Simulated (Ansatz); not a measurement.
# SnTeSe monolayer, Janus: modes against uniaxial strain along the armchair direction, normal to a, with the width clamped, part 2 of 3

Aim: how do the optical modes of SnTeSe monolayer, Janus shift and split under this strain?

Ansatz 0.2.0; DFT PBE, scalar-relativistic, plane waves, PAW; PAW set soft_1.

So far: Starting point; A rough relaxation first; Relaxation.

### 4. Tight relaxation

Phonons need small forces and stress, so the relaxation is finished with tight tolerances on 12×12×1 k points.

The input, input.yaml:

```yaml
crystal:
  lattice:
    - [3.9903554847, 0.0, 0.0]
    - [-1.9951777423, 3.4557492199, 0.0]
    - [0.0, 0.0, 30.0]
  atoms:
    - { symbol: Sn, position: [0.0, 0.0, 0.335350006] }
    - { symbol: Se, position: [0.3333333333, 0.6666666667, 0.3873888371] }
    - { symbol: Te, position: [0.6666666667, 0.3333333333, 0.2739278235] }
  periodic: [true, true, false]
kpoints:
  mp_grid: { grid: [12, 12, 1] }
hamiltonian:
  xc: pbe
  pseudopotentials: { kind: paw, azcp: { folder: soft_1 } }
scf:
  occupations: { method: methfessel_paxton, width: 0.2 }
output:
  forces: true
  stress: true
  eigenvalues: true
  write_density: true
  write_potential: true
  elf: true
  volumetric_format: npy
relax:
  adjacent_minimum: "off"
  f_tol: 0.001
  max_steps: 60
  cell: { stress_2d_tol: 0.002 }
```

The run is started by

```console
$ ansatz run input.yaml --threads 8 --pin off --max-ram 16384MiB --backend cpu --events-out ev --progress --plain --runs-dir out
```

Numbers of over 12 decimals in the logs are rounded to 6 here.

Log:

```text
[...]
Crystal: 3 atoms, lattice volume = 413.690 Å³
Basis set: ecut = 420 eV, 8177 PW (Γ), exchange–correlation on 54×54×432 points (8 copies of the dense FFT grid, shifted against one another)
Bands: 28, of which v1, the nominal top of the filled ones, is band 23 counted from 1 (22 counted from 0)
Symmetry: 6 space group operations
[...]
° read free of the cell's end (the report's vacuum.weakly_bound_levels)
--- Relaxed structure (5 steps of the walk, 4 accepted, 1 SCFs on fresh bases) ---
[...]
cell:  # Å, volume = 414.1581 Å³
    - [3.992612, -2.8883834099179974e-11, 0]
    - [-1.996306, 3.457704, 0]
    - [0, 0, 30.0]
  atoms:
    - { symbol: Sn, position: [0, 0, 0.335294] }
    - { symbol: Se, position: [0.333333, 0.666667, 0.387333] }
    - { symbol: Te, position: [0.666667, 0.333333, 0.274040] }
[key lines of the parts left out:]
SCF converged after 9 iterations
Free energy (F): -18473.956830 eV
Fermi energy:    -5.224616 eV
P = ½ c Tr σ = -0.0007 N/m
```

Run time: 17 s. Hardware: 8 threads of AMD EPYC 7B13 (Zen 3), shared host; peak memory 1.1 GiB.

Little changed from the start: no atom moved by 0.005 Å and no cell edge by 0.1 %.

This step gave:

| Quantity | Value |
| --- | --- |
| area per atom | 4.602 Å² |

Valence density in the ac plane at fractional y = 0.000, with atoms of Sn within 0.2 Å of it. It is the smooth field of the valence electrons, not physical close to the nuclei.

Ten steps, logarithmic in the rise over the least value, from '_' (0.00 × 1e0 e/Å³) to '@' (6.24 × 1e0 e/Å³), each cell a mean:
```
____________________________
____________________________
____________________________
____________________________
____________________________
____________________________
____________________________
____________________________
____________________________
____________________________
____________________________
____________________________
____________________________
____________......__________
......::::--------::::::....
@@@@##==--::::::::::--++%%@@
%%##**==--::::::::----==**%%
......::::----------::::....
__________..........________
____________________________
____________________________
____________________________
____________________________
____________________________
```
Columns run along a (4.0 Å), rows up along c (30.0 Å). Atoms in or near the plane, at fractional coordinates: Sn at (0.00, 0.34).

ELF in the ac plane at fractional y = 0.000, with atoms of Sn within 0.2 Å of it. It is the smooth field of the valence electrons, not physical close to the nuclei.

Ten even steps from '0' (0.00) to '9' (0.69), each cell a mean:
```
00000000000000
00000000000000
00000000000000
00000000000000
00000000000000
00000000000000
00000000000000
00000000000000
00000000000000
00000000000000
00000000000000
00000000000000
00000000000000
00012456542000
11247999986321
11244544454321
22345655565432
11258999997421
00024677753100
00000000000000
00000000000000
00000000000000
00000000000000
00000000000000
```
Columns run along a (4.0 Å), rows up along c (30.0 Å). Atoms in or near the plane, at fractional coordinates: Sn at (0.00, 0.34).

Electrostatic potential energy in the ac plane at fractional y = 0.000, with atoms of Sn within 0.2 Å of it. With pseudopotentials it is smooth inside the atoms' cores, unlike the true potential.

Ten even steps from '_' (-11 eV) to '@' (0 eV), each cell a mean:
```
@@@@@@@@@@@@@@@@@@@@@@@@@@@@
@@@@@@@@@@@@@@@@@@@@@@@@@@@@
@@@@@@@@@@@@@@@@@@@@@@@@@@@@
@@@@@@@@@@@@@@@@@@@@@@@@@@@@
@@@@@@@@@@@@@@@@@@@@@@@@@@@@
@@@@@@@@@@@@@@@@@@@@@@@@@@@@
@@@@@@@@@@@@@@@@@@@@@@@@@@@@
@@@@@@@@@@@@@@@@@@@@@@@@@@@@
@@@@@@@@@@@@@@@@@@@@@@@@@@@@
@@@@@@@@@@@@@@@@@@@@@@@@@@@@
@@@@@@@@@@@@@@@@@@@@@@@@@@@@
@@@@@@@@@@@@@@@@@@@@@@@@@@@@
@@@@@@@@@@@@@@@@@@@@@@@@@@@@
@@@@@@@@@@@@@@@@@@@@@@@@@@@@
****######**++==++**####****
==::____::++******==..____--
........--++++++++++--..__..
########**==::..::==**######
@@@@@@@@%%%%%%%%%%%%@@@@@@@@
@@@@@@@@@@@@@@@@@@@@@@@@@@@@
@@@@@@@@@@@@@@@@@@@@@@@@@@@@
@@@@@@@@@@@@@@@@@@@@@@@@@@@@
@@@@@@@@@@@@@@@@@@@@@@@@@@@@
@@@@@@@@@@@@@@@@@@@@@@@@@@@@
```
Columns run along a (4.0 Å; values clipped at the 3rd and 97th percentile), rows up along c (30.0 Å). Atoms in or near the plane, at fractional coordinates: Sn at (0.00, 0.34).

The largest force component left is 0.48 meV/Å, within the tolerances set.

### 5. Modes at rest

The force constants come from the linear response of the density to a displacement.

The modes at rest are the reference of the series.

input.yaml, the sections that differ from step 4:

```yaml
crystal:
  lattice:
    - [3.9926122787, 0.0, 0.0]
    - [-1.9963061393, 3.4577036608, 0.0]
    - [0.0, 0.0, 30.0]
  atoms:
    - { symbol: Sn, position: [0.0, 0.0, 0.3352935155] }
    - { symbol: Se, position: [0.3333333333, 0.6666666667, 0.3873331726] }
    - { symbol: Te, position: [0.6666666667, 0.3333333333, 0.2740399784] }
  periodic: [true, true, false]
output:
  eigenvalues: true
phonons:
  method: dfpt
# kpoints, hamiltonian, scf: as in step 4
# relax: removed
```

Log:

```text
[...]
Crystal: 3 atoms, lattice volume = 414.158 Å³
Basis set: ecut = 420 eV, 8177 PW (Γ), exchange–correlation on 54×54×432 points (8 copies of the dense FFT grid, shifted against one another)
Bands: 28, of which v1, the nominal top of the filled ones, is band 23 counted from 1 (22 counted from 0)
Symmetry: 6 space group operations
k-points: 43 of 144 (irreducible under 2 space group operations, time reversal used)
[...]
SCF iter  12: F=-18473.956830 eV  HF=-18473.956830 eV  |F-HF|=1.09e-11  |Δ(HF+E_count)|=  5.31e-10  S|Δr|=    0.00e0  Δρ=1.10e-8  dr2=7.59e-13  ethr=1.00e-12  ⟨swp⟩=15.2  Hψ=7899  notcnv=0
SCF 1 converged in 12 iterations: F = -18473.956830 eV  dr2 = 7.59e-13
[...]
DFPT response loops at Γ: preconditioner auto → none (partly filled bands, converged f_vac=0.758); β = 0.50; Broyden in place of MSR1
SCF converged after 12 iterations
[...]
Free energy (F): -18473.956830 eV
[...]
Internal energy: -18473.955526 eV  (E = F + TS)
E sigma→0 (E₀):  -18473.956504 eV
Entropy (-TS):   -0.001305 eV (-0.435 meV/atom)
Fermi energy:    -5.224616 eV
[...]
--- Band table (eV; the first three rows and the last of 43) ---
  k-point 0: bands = [... 19 lower, -6.4044, -6.4044, -5.1586, -5.1586, -4.5778, -2.5187, -1.6573, -1.6573, ... 1 higher]
  k-point 1: bands = [... 19 lower, -6.8320, -6.5373, -5.6974, -5.2010, -4.1836, -2.2080, -1.6779 (-1.6779°), -1.5073, ... 1 higher]
  k-point 2: bands = [... 19 lower, -6.8519, -6.8461, -6.5043, -5.3257, -3.9236, -2.2390, -1.1617 (-1.1617°), -1.0167, ... 1 higher]
  k-point 42: bands = [... 19 lower, -8.8066, -8.0078, -6.8850, -6.1697, -4.2789, -1.5584, -0.7184, -0.2318, ... 1 higher]
  ° read free of the cell's end (the report's vacuum.weakly_bound_levels)
--- Phonons (Γ-DFPT): 6 representative perturbations + reference, on 43 of 144 k-points (Σ response iterations 23) ---
  k mesh reduced under 2 symmetry operations, with k and −k counted as one. Each operation leaves every solved perturbation unchanged. A smaller set is not used because it would not reduce the number of displacements times k-points to solve
  ASR residual: 1.181e-4 → 0.000e0 eV/Å²; symmetrization residual: 2.840e-5 eV/Å²
  ASR residual per site (eV/Å²): 1.18e-4 4.63e-5 3.72e-5
  Γ frequencies (cm⁻¹): 0.00 0.00 0.00 77.27 77.27 115.26 115.26 130.45 207.46
  non-analytic LO–TO correction: not included (Born effective charges unavailable; polar crystals: no LO–TO splitting at Γ)
```

It took 40 s on 8 threads; peak memory 2.3 GiB; 4.8 min of CPU time.

In the SCF lines HF is the Harris–Foulkes energy and dr2 the Hartree energy of the density residual, in eV; the loop may stop once dr2 is under the threshold and the program's other checks hold. Hψ counts applications of the Hamiltonian.

This step gave:

* sum-rule residual before enforcement: 1.18e-4 eV/Å²
* point group: 3m
* highest optical mode at the zone centre (no LO-TO term): 207.5 cm⁻¹
* lowest optical zone-centre mode: 77.27 cm⁻¹

Patterns of degenerate modes are one choice out of their space. The modes at Γ (shares of kinetic energy by element, %):

| mode | frequency (cm⁻¹) | symmetry | Sn % | Se % | Te % |
| --- | --- | --- | --- | --- | --- |
| 1 | 0.0 | acoustic | 36 | 24 | 39 |
| 2 | 0.0 | acoustic | 36 | 24 | 39 |
| 3 | 0.0 | acoustic | 36 | 24 | 39 |
| 4 | 77.3 | E | 11 | 31 | 58 |
| 5 | 77.3 | E | 11 | 31 | 58 |
| 6 | 115.3 | E | 52 | 45 | 3 |
| 7 | 115.3 | E | 52 | 45 | 3 |
| 8 | 130.4 | A1 | 13 | 28 | 59 |
| 9 | 207.5 | A1 | 50 | 48 | 2 |

Displacements in mode 5 (77.3 cm⁻¹), the largest set to 1:
```
Sn1  0.11 -0.46  0.00
Se2  0.22 -0.93  0.00
Te3 -0.23  1.00  0.00
```

Displacements in mode 7 (115.3 cm⁻¹), the largest set to 1:
```
Sn1  0.09  0.88  0.00
Se2 -0.10 -1.00  0.00
Te3 -0.02 -0.20  0.00
```

Before it was imposed, the acoustic sum rule was missed by 1.2e-4 eV/Å². Small misses are needed for a sound result but don't prove that mesh and cutoff are converged. The lowest optical mode is real, 77.3 cm⁻¹.

### 6. Relaxation of a member: uniaxial strain of +5 % along the armchair direction, normal to a, with the width clamped

The cell takes a uniaxial strain of +5 % along the armchair direction, normal to a, with the width clamped. The cell is held, and the atoms relax in it.

input.yaml, the sections that differ from step 5:

```yaml
crystal:
  lattice:
    - [3.9926122787, 0.0, 0.0]
    - [-1.9963061393, 3.6305888438, 0.0]
    - [0.0, 0.0, 30.0]
  atoms:
    - { symbol: Sn, position: [-0.0026635949, -0.0053271898, 0.3350912354] }
    - { symbol: Se, position: [0.3330367169, 0.6660734339, 0.3864741197] }
    - { symbol: Te, position: [0.6696268779, 0.3392537558, 0.2751013114] }
  periodic: [true, true, false]
output:
  forces: true
  stress: true
  eigenvalues: true
relax:
  adjacent_minimum: "off"
  f_tol: 0.001
  max_steps: 60
# kpoints, hamiltonian, scf: as in step 5
# phonons: removed
```

Log:

```text
[...]
F+E_penalty+E_count = -18473.91774335 eV   max|allowed force component| = 1.719e-4 eV/Å
  cell:  # Å, volume = 434.8660 Å³
    - [3.9926122787, -2.749285899811961e-11, 0.0]
    - [-1.996306139325, 3.630589, 0.0]
    - [0.0, 0.0, 30.0]
  atoms:
    - { symbol: Sn, position: [-0.00334173, -0.00668347, 0.335074] }
    - { symbol: Se, position: [0.333559, 0.667117, 0.386287] }
    - { symbol: Te, position: [0.669783, 0.339566, 0.275306] }
[key lines of the parts left out:]
SCF converged after 5 iterations
Free energy (F): -18473.917743 eV
Fermi energy:    -5.419441 eV
P = ½ c Tr σ = -1.3191 N/m
```

Wall time 24 s (8 threads); peak memory 1.3 GiB.

Step by step:

| step | energy less that of the first step (eV) | largest force component (eV/Å) |
| --- | --- | --- |
| 1 | 0.0000 | 0.0436 |
| 2 | 0.0002 | 0.0719 |
| 3 | -0.0003 | 0.0126 |
| 4 | -0.0003 | 0.0028 |
| 5 | -0.0003 | 0.0002 |

Relaxation step 2 was tried and not accepted.

Forces are held to the 2 operations that the run works with; a distortion that breaks them can't arise in this run.

Final coordinates:

```xyz
3
Lattice="3.9926 0.0000 0.0000 -1.9963 3.6306 0.0000 0.0000 0.0000 30.0000" Properties=species:S:1:pos:R:3
Sn    0.0000   -0.0243   10.0522
Se    0.0000    2.4220   11.5886
Te    1.9963    1.2328    8.2592
```

This step gave:

* area per atom: 4.832 Å²

The largest force component left is 0.17 meV/Å.

### 7. Zone-centre modes of the member: uniaxial strain of +5 % along the armchair direction, normal to a, with the width clamped

The zone-centre modes follow for uniaxial strain of +5 % along the armchair direction, normal to a, with the width clamped.

input.yaml, the sections that differ from step 6:

```yaml
crystal:
  lattice:
    - [3.9926122787, 0.0, 0.0]
    - [-1.9963061393, 3.6305888438, 0.0]
    - [0.0, 0.0, 30.0]
  atoms:
    - { symbol: Sn, position: [-0.0033417326, -0.0066834653, 0.3350741946] }
    - { symbol: Se, position: [0.3335586389, 0.6671172778, 0.3862865004] }
    - { symbol: Te, position: [0.6697830937, 0.3395661874, 0.2753059715] }
  periodic: [true, true, false]
output:
  eigenvalues: true
phonons:
  method: dfpt
# kpoints, hamiltonian, scf: as in step 6
# relax: removed
```

Log:

```text
zone centre: on kpoints.mp_grid the ground state, and the responses unless they are solved on pairs of k-points, stand on 43 of the mesh's 144 k-points, reduced under 2 symmetry operations, with k and −k counted as one. Each operation leaves every solved displacement unchanged or reverses it
[...]
Crystal: 3 atoms, lattice volume = 434.866 Å³
Basis set: ecut = 420 eV, 8459 PW (Γ), exchange–correlation on 60×60×432 points (8 copies of the dense FFT grid, shifted against one another)
Bands: 28, of which v1, the nominal top of the filled ones, is band 23 counted from 1 (22 counted from 0)
Symmetry: 2 space group operations
k-points: 43 of 144 (time reversal used)
[...]
SCF iter  12: F=-18473.917743 eV  HF=-18473.917743 eV  |F-HF|=3.42e-10  |Δ(HF+E_count)|=   1.54e-9  S|Δr|=    0.00e0  Δρ=3.14e-8  dr2=2.52e-12  ethr=1.00e-12  ⟨swp⟩=17.3  Hψ=8424  notcnv=0
SCF 1 converged in 12 iterations: F = -18473.917743 eV  dr2 = 2.52e-12
[...]
SCF converged after 12 iterations
[...]
Free energy (F): -18473.917743 eV
[...]
Internal energy: -18473.919577 eV  (E = F + TS)
E sigma→0 (E₀):  -18473.918202 eV
Entropy (-TS):   0.001834 eV (0.611 meV/atom)
Fermi energy:    -5.419438 eV
[...]
--- Band table (eV; the first three rows and the last of 43) ---
  k-point 0: bands = [... 19 lower, -6.5318, -6.5274, -5.6841, -5.2992, -4.8710, -3.0001, -2.0137 (-2.0137°), -1.7596, ... 1 higher]
  k-point 1: bands = [... 19 lower, -6.6565, -6.6397, -6.0581, -5.3223, -4.5255, -2.5370, -2.1247, -1.6267, ... 1 higher]
  k-point 2: bands = [... 19 lower, -6.9449, -6.8988, -6.4697, -5.3979, -4.1932, -2.3779, -1.4911 (-1.4911°), -1.3000, ... 1 higher]
  k-point 42: bands = [... 19 lower, -8.8224, -7.9000, -6.8035, -6.1820, -4.5243, -1.6487, -0.8439, -0.6045, ... 1 higher]
  ° read free of the cell's end (the report's vacuum.weakly_bound_levels)
[...]
ASR residual: 1.614e-4 → 0.000e0 eV/Å²; symmetrization residual: 1.521e-5 eV/Å²
  ASR residual per site (eV/Å²): 1.61e-4 7.11e-5 6.93e-5
  Γ frequencies (cm⁻¹): 0.00 0.00 0.00 73.52 80.83 101.90 118.47 132.13 201.68
[...]
```

The job ended after 54 s (8 threads; peak memory 2.4 GiB; 6.5 min of CPU time).

This step gave:

| Quantity | Value |
| --- | --- |
| sum-rule residual before enforcement | 1.61e-4 eV/Å² |
| point group | m |
| highest optical mode at the zone centre (no LO-TO term) | 201.7 cm⁻¹ |
| lowest optical zone-centre mode | 73.52 cm⁻¹ |

Patterns of degenerate modes are one choice out of their space. Modes at Γ, with each element's share of the kinetic energy:

| mode | frequency (cm⁻¹) | symmetry | Sn % | Se % | Te % |
| --- | --- | --- | --- | --- | --- |
| 1 | 0.0 | acoustic | 36 | 24 | 39 |
| 2 | 0.0 | acoustic | 36 | 24 | 39 |
| 3 | 0.0 | acoustic | 36 | 24 | 39 |
| 4 | 73.5 | A'' | 9 | 35 | 56 |
| 5 | 80.8 | A' | 1 | 56 | 43 |
| 6 | 101.9 | A' | 62 | 20 | 18 |
| 7 | 118.5 | A'' | 55 | 41 | 4 |
| 8 | 132.1 | A' | 11 | 32 | 57 |
| 9 | 201.7 | A' | 53 | 43 | 4 |

The lowest optical mode is real, 73.5 cm⁻¹, and the highest lies at 201.7 cm⁻¹.

For the highest optical mode at the zone centre (no LO-TO term), step 5 gave 207 cm⁻¹; this run, with strain 5 %, gives 202 cm⁻¹ (-3 %).

### 8. Relaxation of a member: uniaxial strain of -3 % along the armchair direction, normal to a, with the width clamped

The cell takes a uniaxial strain of -3 % along the armchair direction, normal to a, with the width clamped. The cell is held, and the atoms relax in it.

input.yaml, the sections that differ from step 7:

```yaml
crystal:
  lattice:
    - [3.9926122787, 0.0, 0.0]
    - [-1.9963061393, 3.353972551, 0.0]
    - [0.0, 0.0, 30.0]
  atoms:
    - { symbol: Sn, position: [0.0010424712, 0.0020849425, 0.335450588] }
    - { symbol: Se, position: [0.3348590353, 0.6697180705, 0.387799977] }
    - { symbol: Te, position: [0.6640984935, 0.328196987, 0.2734161016] }
  periodic: [true, true, false]
output:
  forces: true
  stress: true
  eigenvalues: true
relax:
  adjacent_minimum: "off"
  f_tol: 0.001
  max_steps: 60
# kpoints, hamiltonian, scf: as in step 7
# phonons: removed
```

Log:

```text
[...]
Crystal: 3 atoms, lattice volume = 401.733 Å³
Basis set: ecut = 420 eV, 7933 PW (Γ), exchange–correlation on 54×54×432 points (8 copies of the dense FFT grid, shifted against one another)
Bands: 28, of which v1, the nominal top of the filled ones, is band 23 counted from 1 (22 counted from 0)
Symmetry: 2 space group operations
[...]
F+E_penalty+E_count = -18473.94188516 eV   max|allowed force component| = 2.165e-4 eV/Å
  cell:  # Å, volume = 401.7334 Å³
    - [3.9926122787, -2.976031128608348e-11, 0.0]
    - [-1.996306139325, 3.353973, 0.0]
    - [0.0, 0.0, 30.0]
  atoms:
    - { symbol: Sn, position: [0.00138907, 0.00277813, 0.335533] }
    - { symbol: Se, position: [0.335873, 0.671746, 0.388031] }
    - { symbol: Te, position: [0.662738, 0.325475, 0.273103] }
[key lines of the parts left out:]
SCF converged after 5 iterations
Free energy (F): -18473.941885 eV
Fermi energy:    -5.089363 eV
P = ½ c Tr σ = 0.9296 N/m
```

Elapsed: 23 s, on 8 threads; peak memory 1.3 GiB.

Step by step:

| step | energy less that of the first step (eV) | largest force component (eV/Å) |
| --- | --- | --- |
| 1 | 0.0000 | 0.0677 |
| 2 | 0.0001 | 0.0979 |
| 3 | -0.0006 | 0.0107 |
| 4 | -0.0007 | 0.0048 |
| 5 | -0.0007 | 0.0002 |

Relaxation step 2 was tried and not accepted.

The run keeps the 2 symmetry operations that it works with, so distortions that break them were not tested.

The atoms that moved most (Å):

| atom | dx | dy | dz | length |
| --- | --- | --- | --- | --- |
| Te3 | 0.000 | -0.009 | -0.009 | 0.013 |
| Se2 | 0.000 | 0.007 | 0.007 | 0.010 |

The relaxed structure:

```
Sn Se Te
1.0
     3.99261    0.00000    0.00000
    -1.99631    3.35397    0.00000
     0.00000    0.00000   30.00000
Sn Se Te
1 1 1
Direct
  0.00139 0.00278 0.33553
  0.33587 0.67175 0.38803
  0.66274 0.32548 0.27310
```

This step gave:

```
area per atom : 4.464 Å²
```

The largest force component left is 0.22 meV/Å.

[end of part 2 of 3]

[Logs are printed without paths, hosts, clocks, repeated set-up lines and the standing remarks that a program may print on its own settings, such as how far it seeks lower states.]

[Hosts, paths, dates, database ids (printed as entryN), source tags and the programs' standing remarks are cut or masked in the printed files.]
